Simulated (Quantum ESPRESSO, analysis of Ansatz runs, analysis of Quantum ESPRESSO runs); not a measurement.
# Reproducing a measured local vibrational mode: Ga-H pair in Si (Quantum ESPRESSO), part 2 of 2

How near does this set-up come to the measured local vibrational mode? Subject: Ga-H pair in Si. Set-up: PBE, GBRV 1.5 PBE, 64-site cell, PBE lattice, k: the zone centre alone. The model is a cell of 64 host atoms with Ga put on another atom's site and H put in between. The frequencies come from force constants among the defect atom and its neighbours, with the masses of the isotopes named. A local or semilocal functional is the cheapest first rung.

Quantum ESPRESSO 7.5; PBE, GBRV 1.5 PBE, 64-site cell, PBE lattice, k: the zone centre alone.

So far. Step 2 (Relaxation, charge 0): Neighbours of the added atoms: H65: Si4 1.50, Ga8 1.75, Si7 3.02 Å.

**3. Atom Si4 moved by 0.015 A along x**

Force constants come from the forces after small displacements. One such run is shown.

This step: Quantum ESPRESSO plane-wave DFT, PBE, GBRV 1.5 PBE potentials; single point of a defect supercell.

File pw.in:

```
&CONTROL
  calculation = 'scf'
  prefix = 'pwscf'
  outdir = './tmp'
  pseudo_dir = './pseudo'
  tprnfor = .true.
  disk_io = 'low'
/
&SYSTEM
  ibrav = 0
  nat = 65
  ntyp = 3
  ecutwfc = 45
  ecutrho = 360
  nbnd = 140
  occupations = 'smearing'
  smearing = 'fd'
  degauss = 0.00073499
  nosym = .true.
/
&ELECTRONS
  conv_thr = 1d-10
  electron_maxstep = 100
  mixing_beta = 0.5
/
ATOMIC_SPECIES
Si    28.0850 si_pbe_v1.uspp.F.UPF
Ga    69.7230 ga_pbe_v1.4.uspp.F.UPF
H      1.0080 h_pbe_v1.4.uspp.F.UPF
CELL_PARAMETERS angstrom
  10.9364688678    0.0000000000    0.0000000000
   0.0000000000   10.9364688678    0.0000000000
   0.0000000000    0.0000000000   10.9364688678
ATOMIC_POSITIONS crystal
Si    -0.0021933360   -0.0020533670    0.2493343480
Si    -0.0021656591    0.2493172026   -0.0023784445
[... 1 atom line left out ...]
Si     0.2330379322    0.2314706609    0.2313087380
Si     0.1202518097    0.1204082714    0.3763750459
Si     0.1202991613    0.3764071643    0.1200578136
Si     0.3762692590    0.1199235704    0.1198123954
Ga     0.4028411201    0.4029018336    0.4029558131
[... 6 atom lines left out ...]
Si     0.3755556716    0.1240816712    0.6260838201
[... 11 atom lines left out ...]
Si     0.2448484795    0.5071090952    0.5070364698
[... 9 atom lines left out ...]
Si     0.6260637629    0.1239589229    0.3752603667
Si     0.6259847041    0.3755962904    0.1240738853
[... 3 atom lines left out ...]
Si     0.5072659798    0.2449917652    0.5070768342
[... 6 atom lines left out ...]
Si     0.5071758554    0.5073597569    0.2451592647
[... 15 atom lines left out ...]
H      0.3124248260    0.3099363623    0.3096344853
K_POINTS gamma
```

Run with:

```sh
$ OMP_NUM_THREADS=1 pw.x -in pw.in > pw.out
```

The program printed:

```text
[banner, memory and clock lines left out]
          URL

     gamma-point specific algorithms are used

     G-vector sticks info

     bravais-lattice index     =            0
     lattice parameter (alat)  =      20.6669  a.u.
     unit-cell volume          =    8827.3016 (a.u.)^3
     number of atoms/cell      =           65
     number of atomic types    =            3
     number of electrons       =       272.00
     number of Kohn-Sham states=          140
     kinetic-energy cutoff     =      45.0000  Ry
     charge density cutoff     =     360.0000  Ry
     scf convergence threshold =      1.0E-10
     mixing beta               =       0.5000
     number of iterations used =            8  plain     mixing
     Exchange-correlation=  SLA  PW   PBX  PBC
                           (   1   4   3   4   0   0   0)

     celldm(1)=  20.666931  celldm(2)=   0.000000  celldm(3)=   0.000000
     celldm(4)=   0.000000  celldm(5)=   0.000000  celldm(6)=   0.000000

     crystal axes: (cart. coord. in units of alat)
               a(1) = (   1.000000   0.000000   0.000000 )
               a(2) = (   0.000000   1.000000   0.000000 )
               a(3) = (   0.000000   0.000000   1.000000 )

     reciprocal axes: (cart. coord. in units 2 pi/alat)
               b(1) = (  1.000000  0.000000  0.000000 )
               b(2) = (  0.000000  1.000000  0.000000 )
               b(3) = (  0.000000  0.000000  1.000000 )

     PseudoPot. # 1 for Si read from file:
     si_pbe_v1.uspp.F.UPF
     Pseudo is Ultrasoft + core correction, Zval =  4.0
     Generated by new atomic code, or converted to UPF format
     Using radial grid of  899 points,  6 beta functions with:
                l(1) =   0
                l(2) =   0
                l(3) =   1
                l(4) =   1
                l(5) =   2
                l(6) =   2
     Q(r) pseudized with  8 coefficients,  rinner =    0.900   0.900   0.900
                                                       0.900   0.900

     PseudoPot. # 2 for Ga read from file:
     ga_pbe_v1.4.uspp.F.UPF
     Pseudo is Ultrasoft + core correction, Zval = 19.0
     Generated by new atomic code, or converted to UPF format
     Using radial grid of  871 points,  6 beta functions with:
                l(1) =   0
                l(2) =   0
                l(3) =   1
                l(4) =   1
                l(5) =   2
                l(6) =   2
     Q(r) pseudized with  8 coefficients,  rinner =    1.250   1.250   1.250
                                                       1.250   1.250

     PseudoPot. # 3 for H  read from file:
     h_pbe_v1.4.uspp.F.UPF
     Pseudo is Ultrasoft, Zval =  1.0
     Generated by new atomic code, or converted to UPF format
     Using radial grid of  615 points,  2 beta functions with:
                l(1) =   0
                l(2) =   0
     Q(r) pseudized with  8 coefficients,  rinner =    0.700

     atomic species   valence    mass     pseudopotential
     Si                4.00    28.08500     Si( 1.00)
     Ga               19.00    69.72300     Ga( 1.00)
     H                 1.00     1.00800     H ( 1.00)

     No symmetry found

   Cartesian axes

     site n.     atom                  positions (alat units)
         1        Si     tau(   1) = (  -0.0021933  -0.0020534   0.2493343  )
         2        Si     tau(   2) = (  -0.0021657   0.2493172  -0.0023784  )
         3        Si     tau(   3) = (   0.2492640  -0.0024620  -0.0025607  )
         4        Si     tau(   4) = (   0.2330379   0.2314707   0.2313087  )
         5        Si     tau(   5) = (   0.1202518   0.1204083   0.3763750  )
         6        Si     tau(   6) = (   0.1202992   0.3764072   0.1200578  )
         7        Si     tau(   7) = (   0.3762693   0.1199236   0.1198124  )
         8        Ga     tau(   8) = (   0.4028411   0.4029018   0.4029558  )
         9        Si     tau(   9) = (  -0.0001419  -0.0001546   0.7492382  )
        10        Si     tau(  10) = (  -0.0004599   0.2508814   0.5000770  )
        11        Si     tau(  11) = (   0.2507955  -0.0003338   0.4999965  )
[...]
60        Si     tau(  60) = (   0.7500264   0.7500788   0.7499497  )
        61        Si     tau(  61) = (   0.6249648   0.6248961   0.8748074  )
        62        Si     tau(  62) = (   0.6249285   0.8751100   0.6249720  )
        63        Si     tau(  63) = (   0.8750429   0.6250341   0.6249070  )
        64        Si     tau(  64) = (   0.8750195   0.8750595   0.8749079  )
        65        H      tau(  65) = (   0.3124248   0.3099364   0.3096345  )

     number of k points=     1  Fermi-Dirac smearing, width (Ry)=  0.0007
                       cart. coord. in units 2pi/alat
        k(    1) = (   0.0000000   0.0000000   0.0000000), wk =   2.0000000

     Dense  grid:   509179 G-vectors     FFT dimensions: ( 125, 125, 125)

     Smooth grid:   180047 G-vectors     FFT dimensions: (  90,  90,  90)

     Initial potential from superposition of free atoms

     starting charge     270.9577, renormalised to     272.0000
     Starting wfcs are  265 randomized atomic wfcs

     Self-consistent Calculation

     iteration #  1     ecut=    45.00 Ry     beta= 0.50
     Davidson diagonalization with overlap
[...]
estimated scf accuracy    <       0.33582430 Ry

     iteration #  5     ecut=    45.00 Ry     beta= 0.50
     Davidson diagonalization with overlap
     ethr =  1.23E-04,  avg # of iterations =  2.0

     total energy              =   -1020.53610250 Ry
     estimated scf accuracy    <       0.05268972 Ry

     iteration #  6     ecut=    45.00 Ry     beta= 0.50
     Davidson diagonalization with overlap
     ethr =  1.94E-05,  avg # of iterations =  7.0

     total energy              =   -1020.54250787 Ry
     estimated scf accuracy    <       0.00995095 Ry

     iteration #  7     ecut=    45.00 Ry     beta= 0.50
     Davidson diagonalization with overlap
     c_bands:  1 eigenvalues not converged
     ethr =  3.66E-06,  avg # of iterations = 20.0

     total energy              =   -1020.54325604 Ry
     estimated scf accuracy    <       0.00247557 Ry

     iteration #  8     ecut=    45.00 Ry     beta= 0.50
     Davidson diagonalization with overlap
     ethr =  9.10E-07,  avg # of iterations =  5.0

     total energy              =   -1020.54389294 Ry
     estimated scf accuracy    <       0.00024567 Ry

     iteration #  9     ecut=    45.00 Ry     beta= 0.50
     Davidson diagonalization with overlap
     ethr =  9.03E-08,  avg # of iterations =  3.0

     total energy              =   -1020.54392028 Ry
     estimated scf accuracy    <       0.00017476 Ry

     iteration # 10     ecut=    45.00 Ry     beta= 0.50
     Davidson diagonalization with overlap
     ethr =  6.42E-08,  avg # of iterations =  4.0

     total energy              =   -1020.54393454 Ry
     estimated scf accuracy    <       0.00003441 Ry

[...]
total energy              =   -1020.54393967 Ry
[...]
total energy              =   -1020.54394150 Ry
[...]
total energy              =   -1020.54394171 Ry
[...]
iteration # 14     ecut=    45.00 Ry     beta= 0.50
     Davidson diagonalization with overlap
     ethr =  4.80E-11,  avg # of iterations =  3.0

     total energy              =   -1020.54394179 Ry
     estimated scf accuracy    <       0.00000006 Ry

     iteration # 15     ecut=    45.00 Ry     beta= 0.50
     Davidson diagonalization with overlap
     ethr =  2.18E-11,  avg # of iterations =  5.0

     total energy              =   -1020.54394180 Ry
     estimated scf accuracy    <          8.3E-09 Ry

     iteration # 16     ecut=    45.00 Ry     beta= 0.50
     Davidson diagonalization with overlap
     ethr =  3.06E-12,  avg # of iterations =  6.0

     total energy              =   -1020.54394180 Ry
     estimated scf accuracy    <          2.8E-09 Ry

     iteration # 17     ecut=    45.00 Ry     beta= 0.50
     Davidson diagonalization with overlap
     ethr =  1.02E-12,  avg # of iterations =  4.0

     total energy              =   -1020.54394180 Ry
     estimated scf accuracy    <          9.6E-10 Ry

     iteration # 18     ecut=    45.00 Ry     beta= 0.50
     Davidson diagonalization with overlap
     ethr =  3.53E-13,  avg # of iterations =  3.0

     End of self-consistent calculation

          k = 0.0000 0.0000 0.0000 ( 22513 PWs)   bands (ev):

   -87.9837 -87.8332 -87.8330  -8.4121  -8.2812  -8.2805  -8.2212  -8.2207
    -5.7628  -4.7784  -4.7176  -4.7165  -4.6864  -4.6862  -4.6129  -3.9035
    -3.7867  -3.7842  -3.7717  -3.7709  -3.7550  -3.7483  -3.7480  -3.7449
    -3.7129  -3.7128  -3.6231  -3.5039  -3.4652  -3.4647  -3.3527  -1.8496
    -1.6986  -1.6957  -1.6688  -1.6684  -1.6582  -1.6044  -1.5618  -1.5590
    -1.5451  -1.5429  -1.5421  -1.5151  -1.5142  -1.5075  -1.4543  -1.4540
    -1.2829  -0.8649  -0.8302  -0.7694  -0.7688   0.4758   0.5833   0.5938
     0.5995   0.6177   0.6204   0.6206   0.6291   0.6298   0.7176   0.7182
     0.7657   1.8217   2.2237   2.2245   2.2620   2.2682   2.2805   2.2813
     2.2818   2.3252   2.3264   2.3398   2.3401   2.3428   2.3557   2.3562
     2.3726   2.3743   2.3805   2.3824   2.4029   2.4041   2.4043   2.4975
     2.5358   2.5396   2.5540   2.5551   2.6720   2.7192   2.7201   3.1948
     3.2661   3.2680   3.2837   3.3402   3.3411   4.0850   4.1559   4.1613
     4.2088   4.2125   4.2133   4.2135   4.2146   4.2300   4.2306   4.3345
     4.3360   4.6462   4.7100   4.7128   4.7366   4.7565   4.7622   4.7628
     4.7738   4.7915   4.7952   4.8154   4.8163   4.8481   4.8632   4.8647
     4.8974   4.9016   4.9136   5.2555   5.2556   6.0453   6.1313   6.1337
     6.7218   6.7377   6.8418   6.8445

     the Fermi energy is     6.3877 ev

!    total energy              =   -1020.54394180 Ry
     estimated scf accuracy    <          6.7E-11 Ry
     smearing contrib. (-TS)   =      -0.00000000 Ry
     internal energy E=F+TS    =   -1020.54394180 Ry

     The total energy is F=E-TS. E is the sum of the following terms:
     one-electron contribution =    -381.04814437 Ry
     hartree contribution      =     310.77161065 Ry
     xc contribution           =    -320.71565994 Ry
     ewald contribution        =    -629.55174814 Ry

     convergence has been achieved in  18 iterations

     Forces acting on atoms (cartesian axes, Ry/au):

     atom    1 type  1   force =     0.00008861    0.00005030   -0.00017755
     atom    2 type  1   force =     0.00015400   -0.00008253    0.00019782
     atom    3 type  1   force =    -0.00054004    0.00007567    0.00011048
     atom    4 type  1   force =    -0.00936525   -0.00090581   -0.00084181
     atom    5 type  1   force =     0.00170514    0.00078646   -0.00153024
     atom    6 type  1   force =     0.00151933   -0.00156079    0.00081880
     atom    7 type  1   force =     0.00274660   -0.00155986   -0.00160639
     atom    8 type  2   force =     0.00037299    0.00037292    0.00028317
     atom    9 type  1   force =     0.00003690    0.00005378    0.00005755
     atom   10 type  1   force =     0.00000547    0.00015627   -0.00019613
[...]
atom   61 type  1   force =     0.00008116    0.00009299    0.00011576
     atom   62 type  1   force =     0.00003729   -0.00000199    0.00000338
     atom   63 type  1   force =     0.00007587    0.00008337   -0.00003271
     atom   64 type  1   force =     0.00007035    0.00023468    0.00008533
     atom   65 type  3   force =     0.00306452    0.00268434    0.00258899

     Total force =     0.011806     Total SCF correction =     0.000015
```

It took 6.8 min on 1 thread of Arm Neoverse V1, shared host; peak memory 3.5 GiB.

**4. Local vibrational modes**

Analysis of the runs above: force constants by central differences of Quantum ESPRESSO plane-wave DFT, PBE, GBRV 1.5 PBE potentials forces among the atoms nearest to a defect, the others at rest.

The modes with the largest weight on the probed atoms (the light atom of a pair), for the masses of each isotope. Modes of the displaced atoms (local only where they lie over the host's phonons):

| isotopes | mode (cm⁻¹) | share of the defect atoms |
| --- | --- | --- |
| H | 2253 | 0.981 |
| H | 162.3 | 0.68 |
| H | 107.4 | 0.585 |
| D | 1609 | 0.962 |
| D | 113.4 | 0.569 |
| D | 84.5 | 0.786 |

**5. Summary of results**

```
distance from the defect atom to its nearest neighbour : 1.500 Å
Si-H stretch, 1H                                       : 2253 cm⁻¹
```

**Reading.** Si-H stretch, 1H: computed 2253 cm⁻¹, measured 2171 cm⁻¹; 82 cm⁻¹ (4 %) above the measurement. The computed value is harmonic, while the measured line is the anharmonic fundamental, which for X–H stretches usually lies a few per cent lower. Only the named neighbours move, so modes near the host's band are approximate. Limits: the zone centre alone is a coarse sampling for this cell.

[Logs are printed without paths, hosts, clocks, repeated set-up lines and the standing remarks that a program may print on its own settings, such as how far it seeks lower states.]

[Hosts, paths, dates, database ids (printed as entryN), source tags and the programs' standing remarks are cut or masked in the printed files.]

[For some hosts the program warned that the k-mesh of the response run may be too coarse for force constants and the static dielectric constant; such warnings are not shown here.]
